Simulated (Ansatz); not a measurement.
**SrAlH3 (Pm-3m): a soft mode frozen in**

Aim: this structure of SrAlH3 (Pm-3m) is to be tested for unstable modes, and one is followed downhill.

Method: DFT PBEsol, scalar-relativistic, plane waves, PAW; PAW set soft_1, in Ansatz 0.2.0.

This is a report of a sequence of runs, with the program logs left out and the cost of each run kept.

## Step 1: Set-up

It takes space group Pm-3m (No. 221, cubic). The conventional cell has a = 4.496 Å, b = 4.496 Å, c = 4.496 Å, α = 90.00°, β = 90.00°, γ = 90.00°. Sr has 6 H at 2.25 Å nearest. Al has 12 H at 3.18 Å nearest. H has 2 Sr at 2.25 Å nearest. Farther neighbours, and contacts between anions beyond the nearest, are not listed.

## Step 2: Phonons on a q mesh

Stability and thermal properties need the whole zone. Linear response on a 4×4×4 q mesh gives force constants as far as a supercell of that size would.

File input.yaml:

```yaml
crystal:
  lattice:
    - [4.4956135358, 0.0, 0.0]
    - [0.0, 4.4956135358, 0.0]
    - [0.0, 0.0, 4.4956135358]
  atoms:
    - { symbol: Sr, position: [0.5, 0.5, 0.5] }
    - { symbol: Al, position: [0.0, 0.0, 0.0] }
    - { symbol: H, position: [0.0, 0.5, 0.5] }
    - { symbol: H, position: [0.5, 0.5, 0.0] }
    - { symbol: H, position: [0.5, 0.0, 0.5] }
kpoints:
  mp_grid: { grid: [8, 8, 8] }
hamiltonian:
  xc: pbesol
  pseudopotentials: { kind: paw, azcp: { folder: soft_1 }, xc_functional: pbe }
scf:
  occupations: { method: methfessel_paxton, width: 0.2 }
output:
  eigenvalues: true
phonons:
  method: dfpt
  qmesh: [4, 4, 4]
  temperatures: { t_max: 1000, t_step: 50 }
  qpath:
    path:
      - [[0.0, 0.0, 0.0], [0.0, 0.5, 0.0], [0.5, 0.5, 0.0], [0.0, 0.0, 0.0], [0.5, 0.5, 0.5], [0.0, 0.5, 0.0]]
      - [[0.5, 0.5, 0.5], [0.5, 0.5, 0.0]]
    npoints: 10
```

Command:

```
$ ansatz run input.yaml --threads 4 --pin off --max-ram 10240MiB --backend cpu --events-out ev --progress --plain --runs-dir out
```

It took 5.7 min on 4 threads of Arm Neoverse V1, shared host; peak memory 1.4 GiB.

This step gave:

* volume per atom: 18.17 Å³
* gap on the k-mesh: 0 eV
* sum-rule residual before enforcement: 1.64e-4 eV/Å²
* lowest frequency on the path: -742.3 cm⁻¹
* point group: m-3m
* highest frequency on path, mesh or solved points: 1451 cm⁻¹
* highest optical mode at the zone centre (no LO-TO term): 1383 cm⁻¹
* lowest optical zone-centre mode: -604.0 cm⁻¹
* lowest mode on the q mesh (acoustic modes at Γ apart): -742.4 cm⁻¹

Frequencies (cm⁻¹) solved at each irreducible wavevector; negative means imaginary. Frequencies by wavevector, by row:

| q in reciprocal lattice units | star | mode 1 | mode 2 | mode 3 | mode 4 | mode 13 | mode 14 | mode 15 |
| --- | --- | --- | --- | --- | --- | --- | --- | --- |
| 0 0 0 | 1 | -604 | -604 | -604 | -505 | 1383 | 1383 | 1383 |
| 0 0 0.25 | 6 | -533.2 | -533.2 | -487.6 | -470.6 | 1383 | 1383 | 1402 |
| 0 0 -0.5 | 3 | -469.5 | -469.5 | -461.5 | -428.7 | 1383 | 1383 | 1421 |
| 0 0.25 0.25 | 12 | -632.5 | -529.6 | -490.2 | -440 | 1383 | 1388 | 1416 |
| 0 0.25 -0.5 | 12 | -562.6 | -548.9 | -533.4 | -435.2 | 1383 | 1390 | 1429 |
| 0 -0.5 -0.5 | 3 | -742.4 | -742.4 | -565.4 | -392.4 | 1383 | 1395 | 1443 |
| 0.25 0.25 0.25 | 8 | -562.4 | -562.4 | -552 | -440.4 | 1388 | 1388 | 1424 |
| 0.25 0.25 -0.5 | 12 | -542.4 | -538.3 | -499.8 | -493.9 | 1388 | 1392 | 1436 |
| 0.25 -0.5 -0.5 | 6 | -602.4 | -602.4 | -550.3 | -453.7 | 1390 | 1397 | 1446 |
| -0.5 -0.5 -0.5 | 1 | -531.4 | -531.4 | -531.4 | -523.3 | 1400 | 1400 | 1451 |

Interpolated from a 4×4×4 q mesh. Phonon branches along the path, in cm⁻¹:

| point | branch 1 | branch 2 | branch 3 | branch 4 | branch 12 | branch 13 | branch 14 | branch 15 |
| --- | --- | --- | --- | --- | --- | --- | --- | --- |
| Γ | -604 | -604 | -604 | -505 | 102 | 1383 | 1383 | 1383 |
| halfway | -533 | -533 | -488 | -471 | 183 | 1383 | 1383 | 1402 |
| X | -470 | -470 | -462 | -429 | 299 | 1383 | 1383 | 1421 |
| halfway | -563 | -549 | -533 | -435 | 283 | 1383 | 1390 | 1429 |
| M | -742 | -742 | -565 | -392 | 300 | 1383 | 1395 | 1443 |
| halfway | -632 | -530 | -490 | -440 | 262 | 1383 | 1388 | 1416 |
| Γ | -604 | -604 | -604 | -505 | 102 | 1383 | 1383 | 1383 |
| halfway | -562 | -562 | -552 | -440 | 224 | 1388 | 1388 | 1424 |
| R | -531 | -531 | -531 | -523 | 158 | 1400 | 1400 | 1451 |
| halfway | -542 | -538 | -500 | -494 | 197 | 1388 | 1392 | 1436 |
| X | -470 | -470 | -462 | -429 | 299 | 1383 | 1383 | 1421 |
| jump to R | -531 | -531 | -531 | -523 | 158 | 1400 | 1400 | 1451 |
| halfway | -602 | -602 | -550 | -454 | 182 | 1390 | 1397 | 1446 |
| M | -742 | -742 | -565 | -392 | 300 | 1383 | 1395 | 1443 |

Symmetry leaves 10 wavevectors to solve. The lowest mode among them, the acoustic zeros apart, lies at q = (0, -0.5, -0.5) and is imaginary, 742.4i cm⁻¹, so the energy falls along it.

## Step 3: The mode frozen in, largest atomic shift 0 Å

The mode followed lies at q = (0, -0.5, -0.5) with frequency 742.3i cm⁻¹ and is 2-fold degenerate, the softest among the wavevectors solved. At small amplitude the pattern taken leaves space group no. 65 by a symmetry search on the positions. The undistorted cell that holds it gives the zero of energy on the same k mesh.

System of this step: SrAlH3. Symmetry: Pm-3m, No. 221, cubic system. The conventional cell has a = 4.496 Å, b = 4.496 Å, c = 4.496 Å, α = 90.00°, β = 90.00°, γ = 90.00°. Nearest to Sr lie 6 H at 2.25 Å. Al has 12 H at 3.18 Å nearest. Nearest to H lie 2 Sr at 2.25 Å. Nearest to H lie 2 Sr at 2.25 Å. Farther neighbours, and contacts between anions beyond the nearest, are not listed.

File input.yaml:

```yaml
crystal:
  lattice:
    - [-4.4956135358, 0.0, 0.0]
    - [0.0, -4.4956135358, -4.4956135358]
    - [0.0, -4.4956135358, 4.4956135358]
  atoms:
    - { symbol: Sr, position: [0.5, 0.0, 0.5] }
    - { symbol: Sr, position: [0.5, 0.5, 0.0] }
    - { symbol: Al, position: [0.0, 0.5, 0.5] }
    - { symbol: Al, position: [0.0, 0.0, 0.0] }
    - { symbol: H, position: [0.0, 0.0, 0.5] }
    - { symbol: H, position: [0.0, 0.5, 0.0] }
    - { symbol: H, position: [0.5, 0.25, 0.25] }
    - { symbol: H, position: [0.5, 0.75, 0.75] }
    - { symbol: H, position: [0.5, 0.25, 0.75] }
    - { symbol: H, position: [0.5, 0.75, 0.25] }
kpoints:
  mp_grid: { grid: [8, 6, 6] }
hamiltonian:
  xc: pbesol
  pseudopotentials: { kind: paw, azcp: { folder: soft_1 }, xc_functional: pbe }
scf:
  occupations: { method: methfessel_paxton, width: 0.2 }
output:
  forces: true
  stress: true
  eigenvalues: true
```

Wall time 5.2 s (4 threads); peak memory 0.54 GiB.

Read from the output:

| Property | Result |
| --- | --- |
| pressure | 9.36e-4 GPa |
| energy from the undistorted cell | 0 meV/atom |

The run ends at a pressure of 0.00 GPa.

## Step 4: The mode frozen in, largest atomic shift 0.6 Å

The atoms are moved along the unstable eigenvector, the largest shift by 0.6 Å, with the cell fixed.

input.yaml, the sections that differ from step 3:

```yaml
crystal:
  lattice:
    - [-4.4956135358, 0.0, 0.0]
    - [0.0, -4.4956135358, -4.4956135358]
    - [0.0, -4.4956135358, 4.4956135358]
  atoms:
    - { symbol: Sr, position: [0.5, -0.0003420545, 0.4996579455] }
    - { symbol: Sr, position: [0.5, 0.5003420545, 0.0003420545] }
    - { symbol: Al, position: [0.0, 0.4982932768, 0.5017067232] }
    - { symbol: Al, position: [0.0, 0.0017067232, -0.0017067232] }
    - { symbol: H, position: [0.0, 0.0667317147, 0.5667317147] }
    - { symbol: H, position: [0.0, 0.4332682853, -0.0667317147] }
    - { symbol: H, position: [0.5, 0.25, 0.25] }
    - { symbol: H, position: [0.5, 0.75, 0.75] }
    - { symbol: H, position: [0.5, 0.25, 0.75] }
    - { symbol: H, position: [0.5, 0.75, 0.25] }
# kpoints, hamiltonian, scf, output: as in step 3
```

Run time: 7.8 s. Hardware: 4 threads; peak memory 0.59 GiB.

Numbers from this step:

```
pressure                         : -1.168 GPa
energy from the undistorted cell : -37.93 meV/atom
```

The energy, extrapolated to zero smearing, is -37.93 meV/atom against the undistorted cell.

The run ends at a pressure of -1.17 GPa, with forces up to 0.84 eV/Å.

## Step 5: Energy along the mode, all amplitudes (two of the runs are shown above)

An imaginary frequency means negative curvature, so the energy should fall and then rise again as anharmonic terms take over.

This step gave:

```
depth at the lowest point sampled  : 37.93 meV/atom
largest atomic shift at that point : 0.6 Å
```

The energy from the parent by largest atomic shift:

| largest atomic shift (Å) | energy from the parent (meV/atom) |
| --- | --- |
| 0.000 | 0 |
| 0.040 | -0.338 |
| 0.080 | -1.29 |
| 0.140 | -3.63 |
| 0.220 | -8.04 |
| 0.320 | -15.1 |
| 0.450 | -25.6 |
| 0.600 | -37.9 |

Displacement at unit largest shift by atom:

| atom | x (Å) | y (Å) | z (Å) | size |
| --- | --- | --- | --- | --- |
| Sr1 | 0.00 | 0.01 | 0.00 | 0.01 |
| Sr2 | 0.00 | -0.01 | 0.00 | 0.01 |
| Al3 | 0.00 | 0.00 | 0.03 | 0.03 |
| Al4 | 0.00 | 0.00 | -0.03 | 0.03 |
| H5 | 0.00 | -1.00 | 0.00 | 1.00 |
| H6 | 0.00 | 1.00 | 0.00 | 1.00 |
| H7 | 0.00 | 0.00 | 0.00 | 0.00 |
| H8 | 0.00 | 0.00 | 0.00 | 0.00 |
| H9 | 0.00 | 0.00 | 0.00 | 0.00 |
| H10 | 0.00 | 0.00 | 0.00 | 0.00 |

The energy still falls at the last step, so the rise lies beyond the steps tried.

## Step 6: Relaxation from the frozen mode

Starting from the lowest point found, all atoms and the cell are let go, so that strain and other modes of the same symmetry can join in.

Edit input.yaml of step 4 so:

```diff
@@ -27 +27,6 @@
   eigenvalues: true
+relax:
+  adjacent_minimum: "off"
+  f_tol: 0.002
+  max_steps: 120
+  cell: { stress_tol: 0.03 }
```

It took 76 s on 4 threads; peak memory 0.63 GiB.

Relaxation path:

| step | energy less that of the first step (eV) | largest force component (eV/Å) | pressure (GPa) | volume (Å³) |
| --- | --- | --- | --- | --- |
| 1 | 0.0000 | 0.8362 | -1.17 | 181.72 |
| 2 | -0.4664 | 0.8777 | -1.00 | 178.30 |
| 3 | -1.0662 | 0.8663 | -1.21 | 176.36 |
| 4 | -1.6265 | 0.6282 | -1.05 | 173.99 |
| 5 | -1.8759 | 0.1091 | -0.29 | 169.21 |
| 6 | -1.9647 | 0.1870 | -0.07 | 162.81 |
| 7 | -1.9554 | 0.3390 | -0.38 | 157.50 |
| 8 | -1.9820 | 0.0291 | -0.02 | 159.37 |
| 9 | -1.9824 | 0.0030 | -0.03 | 159.13 |
| 10 | -1.9825 | 0.0013 | 0.01 | 158.91 |
| 11* | -1.9799 | 0.0015 | -0.01 | 158.91 |
| 12 | -1.9800 | 0.0002 | 0.00 | 158.75 |
| 13* | -1.9800 | 0.0002 | 0.00 | 158.75 |

Relaxation steps marked * repeat the geometry before them on a plane-wave basis chosen anew for their cell, so energy and pressure can jump there. Relaxation step 7 was tried and not accepted.

The run keeps the 8 symmetry operations that the program found, so distortions that break them were not tested.

| cell as run | before | after | change |
| --- | --- | --- | --- |
| a (Å) | 4.496 | 3.836 | -14.7 % |
| b (Å) | 6.358 | 6.438 | +1.3 % |
| c (Å) | 6.358 | 6.438 | +1.3 % |
| α (°) | 90.00 | 86.86 | -3.5 % |
| volume (Å³/atom) | 18.17 | 15.87 | -12.6 % |

The atoms that moved most (Å, as changes of fractional coordinates times the final cell):

| atom | dx | dy | dz | length |
| --- | --- | --- | --- | --- |
| Al4 | 0.000 | 0.000 | -0.669 | 0.669 |
| Al3 | 0.000 | 0.000 | 0.669 | 0.669 |
| H6 | 0.000 | 0.593 | 0.000 | 0.593 |
| H5 | 0.000 | -0.593 | 0.000 | 0.593 |
| Sr1 | 0.000 | 0.202 | 0.000 | 0.202 |
| Sr2 | 0.000 | -0.202 | 0.000 | 0.202 |

Read from the output:

| Item | Value |
| --- | --- |
| pressure | -2.21e-4 GPa |
| volume per atom | 15.87 Å³ |

The distorted start has space group Cmmm; the relaxation ends in Cmmm.

## Step 7: The new phase in its own primitive cell

The relaxed structure is symmetrised, reduced to its primitive cell and relaxed tightly, as its phonons need.

input.yaml, the sections that differ from step 6:

```yaml
crystal:
  lattice:
    - [4.4254798693, -4.6752095705, 0.0]
    - [4.4254798693, 4.6752095705, 0.0]
    - [0.0, 0.0, 3.8363094551]
  atoms:
    - { symbol: Sr, position: [0.2719408941, 0.7280591059, 0.5] }
    - { symbol: Sr, position: [0.7280591059, 0.2719408941, 0.5] }
    - { symbol: Al, position: [0.1726570781, 0.1726570781, 0.0] }
    - { symbol: Al, position: [0.8273429219, 0.8273429219, 0.0] }
    - { symbol: H, position: [0.1198706148, 0.8801293852, 0.0] }
    - { symbol: H, position: [0.8801293852, 0.1198706148, 0.0] }
    - { symbol: H, position: [0.5, 0.0, 0.5] }
    - { symbol: H, position: [0.0, 0.5, 0.5] }
    - { symbol: H, position: [0.0, 0.0, 0.5] }
    - { symbol: H, position: [0.5, 0.5, 0.5] }
kpoints:
  mp_grid: { grid: [6, 6, 10] }
relax:
  adjacent_minimum: "off"
  f_tol: 0.001
  max_steps: 60
  cell: { stress_tol: 0.01 }
# hamiltonian, scf, output: as in step 6
```

Wall time 32 s (4 threads); peak memory 0.62 GiB.

Relaxation path:

| step | energy less that of the first step (eV) | largest force component (eV/Å) | pressure (GPa) | volume (Å³) |
| --- | --- | --- | --- | --- |
| 1 | 0.0000 | 0.0034 | -0.01 | 158.75 |
| 2 | 0.0000 | 0.0120 | 0.00 | 158.62 |
| 3 | -0.0001 | 0.0029 | -0.01 | 158.61 |
| 4 | -0.0001 | 0.0010 | 0.00 | 158.61 |
| 5* | 0.0000 | 0.0010 | 0.00 | 158.61 |

Relaxation steps marked * repeat the geometry before them on a plane-wave basis chosen anew for their cell, so energy and pressure can jump there.

Forces are held to the 8 operations that the program found; a distortion that breaks them can't arise in this run.

| conventional cell, symmetrised | before | after | change |
| --- | --- | --- | --- |
| a (Å) | 8.851 | 8.852 | +0.0 % |
| b (Å) | 9.350 | 9.352 | +0.0 % |
| c (Å) | 3.836 | 3.832 | -0.1 % |
| volume (Å³/atom) | 15.87 | 15.86 | -0.1 % |

Read from the output:

```
pressure        : -0.002926 GPa
volume per atom : 15.86 Å³
```

The largest force component left is 0.96 meV/Å and the pressure is -0.003 GPa, within the tolerances set. The cell now holds 15.86 Å³/atom.

## Step 8: Modes of the new phase, k-mesh 6×6×10

A relaxed structure may still be a saddle point, so its zone-centre modes are computed. No field response is asked, since the mesh shows no gap.

input.yaml, the sections that differ from step 7:

```yaml
crystal:
  lattice:
    - [4.4261018871, -4.6759029948, 0.0]
    - [4.4261018871, 4.6759029948, 0.0]
    - [0.0, 0.0, 3.8319145738]
  atoms:
    - { symbol: Sr, position: [0.2719193383, 0.7280806617, 0.5] }
    - { symbol: Sr, position: [0.7280806617, 0.2719193383, 0.5] }
    - { symbol: Al, position: [0.1726272387, 0.1726272387, 0.0] }
    - { symbol: Al, position: [0.8273727613, 0.8273727613, 0.0] }
    - { symbol: H, position: [0.1198525744, 0.8801474256, 0.0] }
    - { symbol: H, position: [0.8801474256, 0.1198525744, 0.0] }
    - { symbol: H, position: [0.5, 0.0, 0.5] }
    - { symbol: H, position: [0.0, 0.5, 0.5] }
    - { symbol: H, position: [0.0, 0.0, 0.5] }
    - { symbol: H, position: [0.5, 0.5, 0.5] }
output:
  eigenvalues: true
phonons:
  method: dfpt
# kpoints, hamiltonian, scf: as in step 7
# relax: removed
```

It took 3.6 min on 4 threads; peak memory 1.6 GiB; 14 min of CPU time.

This step gave:

| Quantity | Value |
| --- | --- |
| sum-rule residual before enforcement | 4.65e-5 eV/Å² |
| point group | mmm |
| highest optical mode at the zone centre (no LO-TO term) | 1648 cm⁻¹ |
| lowest optical zone-centre mode | -604.2 cm⁻¹ |

Patterns of degenerate modes are one choice out of their space. Modes at Γ, with each element's share of the kinetic energy (negative means imaginary):

| mode | frequency (cm⁻¹) | symmetry | Sr % | Al % | H % |
| --- | --- | --- | --- | --- | --- |
| 1 | -604.2 | B2u | 0 | 1 | 99 |
| 2 | -536.8 | B1u | 0 | 2 | 98 |
| 3 | -436.3 | B3u | 0 | 5 | 95 |
| 4 | -432.9 | B1u | 1 | 0 | 99 |
| 5 | -399.3 | B3u | 1 | 0 | 98 |
| 6 | -369.6 | Au | 0 | 0 | 100 |
| 7 | -326.3 | B1u | 6 | 33 | 61 |
| 8 | -209.2 | B3u | 0 | 1 | 99 |
| 9 | -100.4 | B2g | 0 | 100 | 0 |
| 10 | 0.0 | acoustic | 74 | 23 | 3 |
| 11 | 0.0 | acoustic | 74 | 23 | 3 |
| 12 | 0.0 | acoustic | 74 | 23 | 3 |
| 13 | 51.3 | B3g | 100 | 0 | 0 |
| 14 | 105.6 | B3u | 23 | 69 | 8 |
| 15 | 112.5 | B1g | 27 | 73 | 1 |
| 16 | 140.8 | Ag | 95 | 5 | 0 |
| 17 | 141.2 | B1g | 73 | 26 | 1 |
| 18 | 170.5 | B2u | 24 | 74 | 1 |
| 19 | 254.9 | B1u | 18 | 42 | 39 |
| 20 | 286.8 | Ag | 5 | 95 | 0 |
| 21 | 816.1 | B3u | 0 | 2 | 98 |
| 22 | 871.3 | B1g | 0 | 1 | 99 |
| 23 | 934.9 | B2u | 0 | 2 | 98 |
| 24 | 1041.0 | B3g | 0 | 0 | 100 |
| 25 | 1085.2 | B2u | 0 | 0 | 100 |
| 26 | 1095.7 | B1u | 0 | 0 | 100 |
| 27 | 1172.8 | Ag | 0 | 0 | 100 |
| 28 | 1413.7 | B3u | 1 | 0 | 99 |
| 29 | 1468.4 | B2u | 0 | 0 | 100 |
| 30 | 1647.7 | B2u | 0 | 0 | 100 |

Displacements in mode 1 (-604.2 cm⁻¹), the largest set to 1:
```
Sr1  0.00 -0.01  0.00
Sr2  0.00 -0.01  0.00
Al3  0.00 -0.02  0.00
Al4  0.00 -0.02  0.00
H5   0.00  0.02  0.00
H6   0.00  0.02  0.00
H7  -0.17  1.00  0.00
H8   0.17  1.00  0.00
H9   0.00  0.03  0.00
H10  0.00 -0.01  0.00
```

Displacements in mode 16 (140.8 cm⁻¹), the largest set to 1:
```
Sr1  0.00 -1.00  0.00
Sr2  0.00  1.00  0.00
Al3 -0.40  0.00  0.00
Al4  0.40  0.00  0.00
H5   0.00 -0.28  0.00
H6   0.00  0.28  0.00
H7   0.00  0.00  0.00
H8   0.00  0.00  0.00
H9   0.00  0.00  0.00
H10  0.00  0.00  0.00
```

Before it was imposed, the acoustic sum rule was missed by 4.6e-5 eV/Å². Small misses are needed for a sound result but don't prove that mesh and cutoff are converged. The lowest optical mode is imaginary, 604.2i cm⁻¹, so the energy falls along it.

## Step 9: Results

```json
{
 "unstable mode of the parent": "q = (0, -0.5, -0.5), 742i cm⁻¹",
 "depth at the lowest point sampled": "37.9 meV/atom",
 "largest atomic shift at that point": "0.6 Å",
 "space group reached": "Cmmm",
 "energy gained over the parent (first relaxation, on the mesh of the frozen mode)": "236 meV/atom",
 "volume per atom, phase reached": "15.9 Å³",
 "lowest optical zone-centre mode, phase reached": "-604 cm⁻¹",
 "highest optical mode at the zone centre (no LO-TO term), phase reached": "1648 cm⁻¹"
}
```

In words: Along this mode the structure falls into Cmmm, 236 meV/atom below the parent. At the parent's cell the well is 37.93 meV/atom deep on the steps tried, with its lowest point at a shift of 0.6 Å. That is the last step tried, so the steps alone don't bracket the bottom of the well. Relaxing atoms and cell changes the gain by +198.00 meV/atom against the lowest step (energies at zero smearing). Most of the total comes from this relaxation. The new phase still has an imaginary mode at the zone centre of its cell, so it is a saddle point on the way to a lower structure. Of the 6 patterns followed from this parent, this one ends 280 meV/atom above the lowest, R3m. Each path keeps the symmetry of its pattern, so a lower phase may lie along a pattern not tried. With no gap, or one that is small against the smearing, the frequencies hang on the k mesh and the smearing, most of all near Kohn anomalies. The volume moved by more than a tenth on the k mesh of the start, so the energy gain is rough. The PAW files were made for PBE and serve the other functionals too. A phonon run warned that its eigensolver left some bands unconverged in a pass.

[Long decimals in the printed logs are rounded to 6 places.]

[Logs are printed without paths, hosts, clocks, repeated set-up lines and the standing remarks that a program may print on its own settings, such as how far it seeks lower states.]

[Hosts, paths, dates, database ids (printed as entryN), source tags and the programs' standing remarks are cut or masked in the printed files.]

[Where the starting crystal was built by hand or by swapping elements, it need not be the compound's stable phase.]
